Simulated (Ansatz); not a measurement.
## Re(0001) with 2 thermally displaced layers, 2x2: scattering by thermal displacements

Aim: the resistivity of Re at 273 K from frozen thermal displacements between perfect leads. The measured value for the pure metal at this temperature is 17.2 µΩ cm (CRC Handbook of Chemistry and Physics, 84th ed., 2003, Electrical Resistivity of Pure Metals).

Calculated with Ansatz 0.2.0; Ansatz plane-wave DFT, PBE, PAW files; ballistic transport by layer matching (Landauer), zero bias; PAW set soft_1.

## Step 1: The starting structure

The cell holds 48 atoms: 48 Re. Its edges and angles: a = 5.522 Å, b = 5.522 Å, c = 26.749 Å, α = 90.0°, β = 90.0°, γ = 120.0°. It derives from Re. Regions: lead, 40 atoms (40 Re); scattering region, 8 atoms (8 Re). The structure is stacked along c, and the current runs across the ab planes.

## Step 2: With 2 displaced layers

Each atom of 2 layers is moved at random, by amounts drawn from a normal law 0.0351 Å wide in each direction from the Debye model (430 K) at 273 K. The layers about the cell's end stay perfect and serve as the lead. Disorder leaves little or no symmetry, which makes such runs dear. Energies from -0.05 to 0.05 eV in steps of 0.05 eV are too few for the program's thermal sum, so it prints no conductance; for a metal the transmission near the Fermi level serves, at a fraction of the cost.

input.yaml reads:

```yaml
crystal:
  lattice:
    - [5.5216, 0.0, 0.0]
    - [-2.7608, 4.7818458695, 0.0]
    - [0.0, 0.0, 26.7492]
  atoms:
    - { symbol: Re, position: [0.1666666667, 0.3333333333, 0.0416666667] }
    - { symbol: Re, position: [0.1666666667, 0.8333333333, 0.0416666667] }
    - { symbol: Re, position: [0.6666666667, 0.3333333333, 0.0416666667] }
    - { symbol: Re, position: [0.6666666667, 0.8333333333, 0.0416666667] }
    - { symbol: Re, position: [0.3333333333, 0.1666666667, 0.125] }
    - { symbol: Re, position: [0.3333333333, 0.6666666667, 0.125] }
    - { symbol: Re, position: [0.8333333333, 0.1666666667, 0.125] }
    - { symbol: Re, position: [0.8333333333, 0.6666666667, 0.125] }
    - { symbol: Re, position: [0.1666666667, 0.3333333333, 0.2083333333] }
    - { symbol: Re, position: [0.1666666667, 0.8333333333, 0.2083333333] }
    - { symbol: Re, position: [0.6666666667, 0.3333333333, 0.2083333333] }
    - { symbol: Re, position: [0.6666666667, 0.8333333333, 0.2083333333] }
    - { symbol: Re, position: [0.3333333333, 0.1666666667, 0.2916666667] }
    - { symbol: Re, position: [0.3333333333, 0.6666666667, 0.2916666667] }
    - { symbol: Re, position: [0.8333333333, 0.1666666667, 0.2916666667] }
    - { symbol: Re, position: [0.8333333333, 0.6666666667, 0.2916666667] }
    - { symbol: Re, position: [0.1666666667, 0.3333333333, 0.375] }
    - { symbol: Re, position: [0.1666666667, 0.8333333333, 0.375] }
    - { symbol: Re, position: [0.6666666667, 0.3333333333, 0.375] }
    - { symbol: Re, position: [0.6666666667, 0.8333333333, 0.375] }
    - { symbol: Re, position: [0.3336476789, 0.1656971701, 0.4591735261] }
    - { symbol: Re, position: [0.3320344427, 0.6627354742, 0.4588077225] }
    - { symbol: Re, position: [0.8450963043, 0.1736171434, 0.4574100786] }
    - { symbol: Re, position: [0.8230037355, 0.6620925544, 0.4583875503] }
    - { symbol: Re, position: [0.1510868092, 0.3317276561, 0.5400321127] }
    - { symbol: Re, position: [0.1600155364, 0.8293391031, 0.5412517015] }
    - { symbol: Re, position: [0.6731082552, 0.3409841734, 0.5414980376] }
    - { symbol: Re, position: [0.6729105142, 0.8284515753, 0.542127825] }
    - { symbol: Re, position: [0.3333333333, 0.1666666667, 0.625] }
    - { symbol: Re, position: [0.3333333333, 0.6666666667, 0.625] }
    - { symbol: Re, position: [0.8333333333, 0.1666666667, 0.625] }
    - { symbol: Re, position: [0.8333333333, 0.6666666667, 0.625] }
    - { symbol: Re, position: [0.1666666667, 0.3333333333, 0.7083333333] }
    - { symbol: Re, position: [0.1666666667, 0.8333333333, 0.7083333333] }
    - { symbol: Re, position: [0.6666666667, 0.3333333333, 0.7083333333] }
    - { symbol: Re, position: [0.6666666667, 0.8333333333, 0.7083333333] }
    - { symbol: Re, position: [0.3333333333, 0.1666666667, 0.7916666667] }
    - { symbol: Re, position: [0.3333333333, 0.6666666667, 0.7916666667] }
    - { symbol: Re, position: [0.8333333333, 0.1666666667, 0.7916666667] }
    - { symbol: Re, position: [0.8333333333, 0.6666666667, 0.7916666667] }
    - { symbol: Re, position: [0.1666666667, 0.3333333333, 0.875] }
    - { symbol: Re, position: [0.1666666667, 0.8333333333, 0.875] }
    - { symbol: Re, position: [0.6666666667, 0.3333333333, 0.875] }
    - { symbol: Re, position: [0.6666666667, 0.8333333333, 0.875] }
    - { symbol: Re, position: [0.3333333333, 0.1666666667, 0.9583333333] }
    - { symbol: Re, position: [0.3333333333, 0.6666666667, 0.9583333333] }
    - { symbol: Re, position: [0.8333333333, 0.1666666667, 0.9583333333] }
    - { symbol: Re, position: [0.8333333333, 0.6666666667, 0.9583333333] }
kpoints:
  mp_grid: { grid: [5, 5, 1] }
hamiltonian:
  xc: pbe
  pseudopotentials: { kind: paw, azcp: { folder: soft_1 } }
scf:
  occupations: { method: fermi_dirac, width: 0.1 }
output:
  transmission:
    leads: [[0, 8]]
    kmesh: [10, 10]
    e_range: [-0.05, 0.05]
    de: 0.05
  write_potential: true
  write_density: true
  volumetric_format: npy
  elf: true
```

Launch:

```sh
$ ansatz run input.yaml --threads 4 --pin off --max-ram 15360MiB --backend cpu --events-out ev --progress --plain --runs-dir out
```

Numbers of over 12 decimals in the logs are rounded to 6 here.

Log:

```text
Engine: ansatz 0.2.0, aarch64-unknown-linux-gnu
Pseudopotentials: kind: paw
Pseudopotential: Re, paw, valence charge 15, recommended cutoff 420 eV (normal), soft_1/Re.paw.azcp
Functional definition: PBE
  parameter kappa = 0.804
  parameter beta = 0.066725
  exchange = pbe_x(kappa = kappa, mu = beta*pi^2/3)
  correlation = pbe_c(beta = beta)
Crystal: 48 atoms, lattice volume = 706.271 Å³
Basis set: ecut = 420 eV, 13787 PW (Γ)
Bands: 432, of which v1, the nominal top of the filled ones, is band 360 counted from 1 (359 counted from 0)
Symmetry: 1 space group operations
Space group: P1 (ITA 1), of the structure as read, at distance tolerance 8.9e-5 Å
k-points: 13 of 25 (time reversal used)
Non-local potential: Re, projectors of the file, l = 0: 3, l = 1: 2, l = 2: 2, l = 3: 1
PAW form: soft (Blöchl's): semilocal exchange-correlation on the pseudo side does not see the compensation charge
PAW one-centre angular grid: Re, 590 points (default); XC on 64 Gauss nodes
Initial density: superposition of atomic densities (chi_scale 0.1, normalization cell)
Initial wavefunctions: pseudopotential atomic-orbital guess
Functional: x = pbe(κ = 0.804, μ = 0.219515), c = pbe(β = 0.066725)
SCF iter   1: F=—  HF=-521735.341214 eV  |F-HF|=—  |Δ(HF+E_count)|=         —  Δρ=6.03e-2  dr2=2.41e1  ethr=3.10e-3  ⟨swp⟩=5.0  Hψ=16895  notcnv=0
preconditioner: auto → Kerker (q_TF=auto, 2.737 Å⁻¹)  [metal: Δε(μ)=0.028 eV  Ē_g=5.681 eV  σ=0.100 eV  W_gap=0.07  n_scr=268 (ndim 8)  ℏωp=25.6 eV  f_vac=0.000  D(μ)=42.13/eV (n_scr^D=404)]
SCF iter   2: F=—  HF=-521729.137361 eV  |F-HF|=—  |Δ(HF+E_count)|=    6.20e0  Δρ=3.47e-2  dr2=7.64e0  ethr=3.10e-3  ⟨swp⟩=2.0  Hψ=6917  notcnv=0  defer=285
SCF iter   3: F=—  HF=-521726.532570 eV  |F-HF|=—  |Δ(HF+E_count)|=    2.60e0  Δρ=3.47e-3  dr2=3.23e-2  ethr=1.06e-3  ⟨swp⟩=2.7  Hψ=10130  notcnv=0  defer=285
SCF iter   4: F=—  HF=-521726.543970 eV  |F-HF|=—  |Δ(HF+E_count)|=   1.14e-2  Δρ=5.24e-4  dr2=1.64e-3  ethr=4.49e-6  ⟨swp⟩=2.6  Hψ=10999  notcnv=0  defer=244
SCF iter   5: F=—  HF=-521726.543807 eV  |F-HF|=—  |Δ(HF+E_count)|=   1.63e-4  Δρ=8.25e-5  dr2=2.46e-5  ethr=2.28e-7  ⟨swp⟩=2.5  Hψ=9438  notcnv=0  defer=244
SCF iter   6: F=—  HF=-521726.545280 eV  |F-HF|=—  |Δ(HF+E_count)|=   1.47e-3  Δρ=1.20e-5  dr2=6.47e-7  ethr=3.41e-9  ⟨swp⟩=2.1  Hψ=8878  notcnv=0  defer=244
SCF iter   7: F=-521726.545281 eV  HF=-521726.545281 eV  |F-HF|=9.90e-9  |Δ(HF+E_count)|=   6.79e-8  Δρ=1.82e-6  dr2=2.18e-8  ethr=1.39e-11  ⟨swp⟩=8.4  Hψ=14883  notcnv=0
SCF 1 converged in 7 iterations: F = -521726.545281 eV  dr2 = 2.18e-8
  greatest PAW one-centre occupation: 1.000 electrons in one spin orbital (limit 2), on the Re atom at site 24 (counted from 0), in its partial waves of l = 0
transmission: 261 of 2600 steps passed
transmission: 520 of 2600 steps passed
[...]
transmission: 2600 of 2600 steps passed
SCF converged after 7 iterations
Free energy (F): -521726.545281 eV
Harris-Foulkes:  -521726.545281 eV  (|F-HF|=9.90e-9)
Internal energy: -521725.211564 eV  (E = F + TS)
E sigma→0 (E₀):  -521725.878422 eV
Entropy (-TS):   -1.333716 eV (-27.786 meV/atom)
Fermi energy:    24.053364 eV
--- Per-component energies (eV) ---
  E_band       = -3396.631913
  E_kinetic    = 25121.567990
  E_local      = -37076.702872  (includes V_loc(G=0)·N_el)
  E_nonlocal   = 3847.486748
  E_hartree    = 12962.282957
  E_xc         = -17123.904892
  E_vxc        = -13936.598714  (∫ρ·V_xc dr)
  E_paw        = -417822.147298  (= ΣΔE_a)
  E_vpaw       = -7276.936478  (= ΣTr[D̂ρ^β])
  E_aug_tail   = 0.002463  (compensation charges beyond the density's cutoff)
  E_ewald      = -91633.796660
  E_smearing   = -1.333716  (= −TS)
  E_closure    = 0.000000  (closes the sum)
  Σ components = -521726.545281   (vs F -521726.545281, Δ=0.00e0)
--- Band table (eV; the first three rows and the last of 13) ---
  k-point 0: bands = [... 356 lower, 24.4484, 24.4543, 24.6501, 24.6663, 24.6751, 24.6790, 24.6948, 24.9414, ... 68 higher]
  k-point 1: bands = [... 356 lower, 24.1321, 24.1715, 24.1834, 24.3119, 24.3299, 24.3388, 24.3463, 24.4123, ... 68 higher]
  k-point 2: bands = [... 356 lower, 23.5920, 23.6634, 23.8569, 23.8614, 23.9079, 23.9672, 23.9941, 23.9987, ... 68 higher]
  k-point 12: bands = [... 356 lower, 23.7165, 23.8163, 23.8209, 23.8644, 23.8749, 24.1005, 24.1589, 24.1669, ... 68 higher]
--- Transmission ---
  basis      : 235 plane waves across, 50 finite elements along
  points     : 52, standing for a mesh of 10 x 10
  energies   : 3 from -0.050000 to 0.050000 eV about the Fermi level, 0.050000 eV apart; the leads are filled to 0.000000 eV, and channels, transmission and decay are at 0.000000 eV
  crystal 0  : Re8, at the sites [0, 8], period 4.4582 Å, over 22.29 Å; its Hamiltonian steps by up to 5.8 meV
    offset         : up to 0.0000 Å between an atom of the period and one for which it stands
    channels       : 5.380000e0 a spin
    conductance    : none, the energies end too early or step too widely for 300 K: set another output.transmission.e_range or a lower de, or, where they end at an eighth of basis.ecutwfc, a higher one
  junction   : crystal 0 to crystal 0, 0.70 to 22.99 Å
    transmission   : 5.166246e0 a spin
    conductance    : none, the energies end too early or step too widely for 300 K: set another output.transmission.e_range or a lower de, or, where they end at an eighth of basis.ecutwfc, a higher one
```

The job ended after 9.5 min (4 threads of Arm Neoverse V2, shared host; peak memory 6.5 GiB; 35 min of CPU time).

Numbers from this step:

```yaml
free_energy: -521726.5453 eV
energy_at_zero_smearing: -521725.8784 eV
fermi_energy: 24.05 eV
cell_area: 26.40 Å²
transmission_per_spin_nearest_the_fermi_level: 5.166
open_channels_per_spin_nearest_the_fermi_level: 5.38
step_of_the_lead_s_potential: 5.8 meV
```

Per spin. The transmission, zone mean by energy, zero at the Fermi level:

```csv
energy (eV),"transmission, zone mean"
-0.0500,5.08
0.0000,5.17
0.0500,4.92
```

Per spin. Table of open channels, zone mean, lead by energy, zero at the Fermi level:

```csv
energy (eV),"open channels, zone mean, lead"
-0.0500,5.32
0.0000,5.38
0.0500,5.14
```

Transmission over k1 and k2. At 0.0000 eV from the Fermi level.

Ten even steps from '0' (2.9) to '9' (10.7):
```
1310131111
2111111211
2018881021
1118998111
1318999813
1111899811
2120188810
2112111111
1111131013
1122111221
```
Columns: k1 (b1) from -0.5 to 0.4; rows upwards: k2 (b2) from -0.5 to 0.4.

Open channels over k1 and k2. At 0.0000 eV from the Fermi level.

Values, 10 rows by 10 columns:
```
 4.0  6.0  4.0  3.0  4.0  6.0  4.0  4.0  4.0  4.0
 5.0  4.0  4.0  4.0  4.0  4.0  4.0  5.0  4.0  4.0
 5.0  3.0  4.0 10.0 10.0 10.0  4.0  3.0  5.0  4.0
 4.0  4.0  4.0 10.0 11.0 11.0 10.0  4.0  4.0  4.0
 4.0  6.0  4.0 10.0 11.0 10.0 11.0 10.0  4.0  6.0
 4.0  4.0  4.0  4.0 10.0 11.0 11.0 10.0  4.0  4.0
 5.0  4.0  5.0  3.0  4.0 10.0 10.0 10.0  4.0  3.0
 5.0  4.0  4.0  5.0  4.0  4.0  4.0  4.0  4.0  4.0
 4.0  4.0  4.0  4.0  4.0  6.0  4.0  3.0  4.0  6.0
 4.0  4.0  5.0  5.0  4.0  4.0  4.0  5.0  5.0  4.0
```
Columns: k1 (b1) from -0.5 to 0.4; rows upwards: k2 (b2) from -0.5 to 0.4.

ELF in the ca plane at fractional y = 0.166, with atoms of Re within 0.2 Å of it. It is the smooth field of the valence electrons, not physical close to the nuclei.

Values, 8 rows by 16 columns, each cell a mean:
```
0.31 0.35 0.60 0.41 0.34 0.35 0.49 0.54 0.35 0.31 0.37 0.62 0.37 0.32 0.35 0.53
0.35 0.37 0.63 0.46 0.38 0.38 0.53 0.57 0.36 0.36 0.40 0.65 0.41 0.36 0.37 0.58
0.33 0.31 0.38 0.33 0.31 0.31 0.33 0.34 0.29 0.30 0.31 0.39 0.32 0.32 0.31 0.36
0.37 0.30 0.32 0.33 0.33 0.30 0.32 0.32 0.29 0.32 0.32 0.32 0.32 0.35 0.29 0.33
0.31 0.35 0.60 0.41 0.34 0.35 0.46 0.55 0.35 0.31 0.37 0.62 0.37 0.32 0.35 0.53
0.35 0.37 0.63 0.46 0.38 0.38 0.52 0.59 0.37 0.37 0.41 0.65 0.41 0.36 0.37 0.58
0.33 0.31 0.38 0.33 0.31 0.31 0.34 0.37 0.32 0.31 0.32 0.39 0.32 0.32 0.31 0.36
0.37 0.30 0.32 0.33 0.33 0.30 0.34 0.34 0.30 0.37 0.31 0.32 0.32 0.35 0.29 0.33
```
Columns run along c (16.0 Å, from fractional 0.20 to 0.80 of the cell), rows up along a (5.5 Å). Atoms in or near the plane, at fractional coordinates: Re at (0.29, 0.33), Re at (0.29, 0.83), Re at (0.46, 0.33), Re at (0.46, 0.85), Re at (0.62, 0.33), Re at (0.62, 0.83), Re at (0.79, 0.33), Re at (0.79, 0.83).

Valence density in the ca plane at fractional y = 0.166, with atoms of Re within 0.2 Å of it. It is the smooth field of the valence electrons, not physical close to the nuclei.

Ten even steps from '0' (0.3 e/Å³) to '9' (7.0 e/Å³), each cell a mean:
```
00000134200000000135310000000024310000000024
00000289620000000289720000000269830000000169
00000399720000000389720000000279830000000179
00000157410000000146410000000147520000000147
00000012100000000011100000000012100000000012
11100000000011100000000001100000000001100000
11000000000011100000000001000000000001100000
00000012100000000012100000000012100000000012
00000267510000000157510000000147620000000147
00000399720000000289830000000279830000000179
00000279620000000269720000000169730000000159
00000134200000000024310000000024310000000024
11000000000001000000000001000000000001100000
12100000000012100000000012100000000012100000
11000000000001000000000011100000000001100000
```
Columns run along c (16.0 Å, from fractional 0.20 to 0.80 of the cell), rows up along a (5.5 Å). Atoms in or near the plane, at fractional coordinates: Re at (0.29, 0.33), Re at (0.29, 0.83), Re at (0.46, 0.33), Re at (0.46, 0.85), Re at (0.62, 0.33), Re at (0.62, 0.83), Re at (0.79, 0.33), Re at (0.79, 0.83).

Electrostatic potential energy in the ca plane at fractional y = 0.166, with atoms of Re within 0.2 Å of it. With pseudopotentials it is smooth inside the atoms' cores, unlike the true potential.

Ten even steps from '0' (-52 eV) to '9' (24 eV), each cell a mean:
```
98999743479998999732479988899843479998999853
99998400159999998400158999999510048999999620
99998400159999998400058999999510038999999610
99999521369999999621369999999631258999999731
87899865789987899876799987899875689987899975
65799999999865689999999976789999999975689999
65799999999865789999999976789999999975689999
87899865789987899865689988899875689987899975
99999521269999999621259999999621258999999731
99998400159999998500048999999510038999999510
99998400159999999510148999999510148999999620
88999743579988999743479998999853479998899853
76799987899976799987899976799987899976789987
65799999999865689999999865689999999975689999
76799988899976799987899876799988899976789988
```
Columns run along c (16.0 Å, from fractional 0.20 to 0.80 of the cell; values clipped at the 3rd and 97th percentile), rows up along a (5.5 Å). Atoms in or near the plane, at fractional coordinates: Re at (0.29, 0.33), Re at (0.29, 0.83), Re at (0.46, 0.33), Re at (0.46, 0.85), Re at (0.62, 0.33), Re at (0.62, 0.83), Re at (0.79, 0.33), Re at (0.79, 0.83).

Over the solved energies the transmission per spin lies between 4.92 and 5.17, out of 5.28 channels of the lead on average (up to 5.38).

[end of part 1 of 2]

[Logs are printed without paths, hosts, clocks, repeated set-up lines and the standing remarks that a program may print on its own settings, such as how far it seeks lower states.]

[Hosts, paths, dates, database ids (printed as entryN), source tags and the programs' standing remarks are cut or masked in the printed files.]
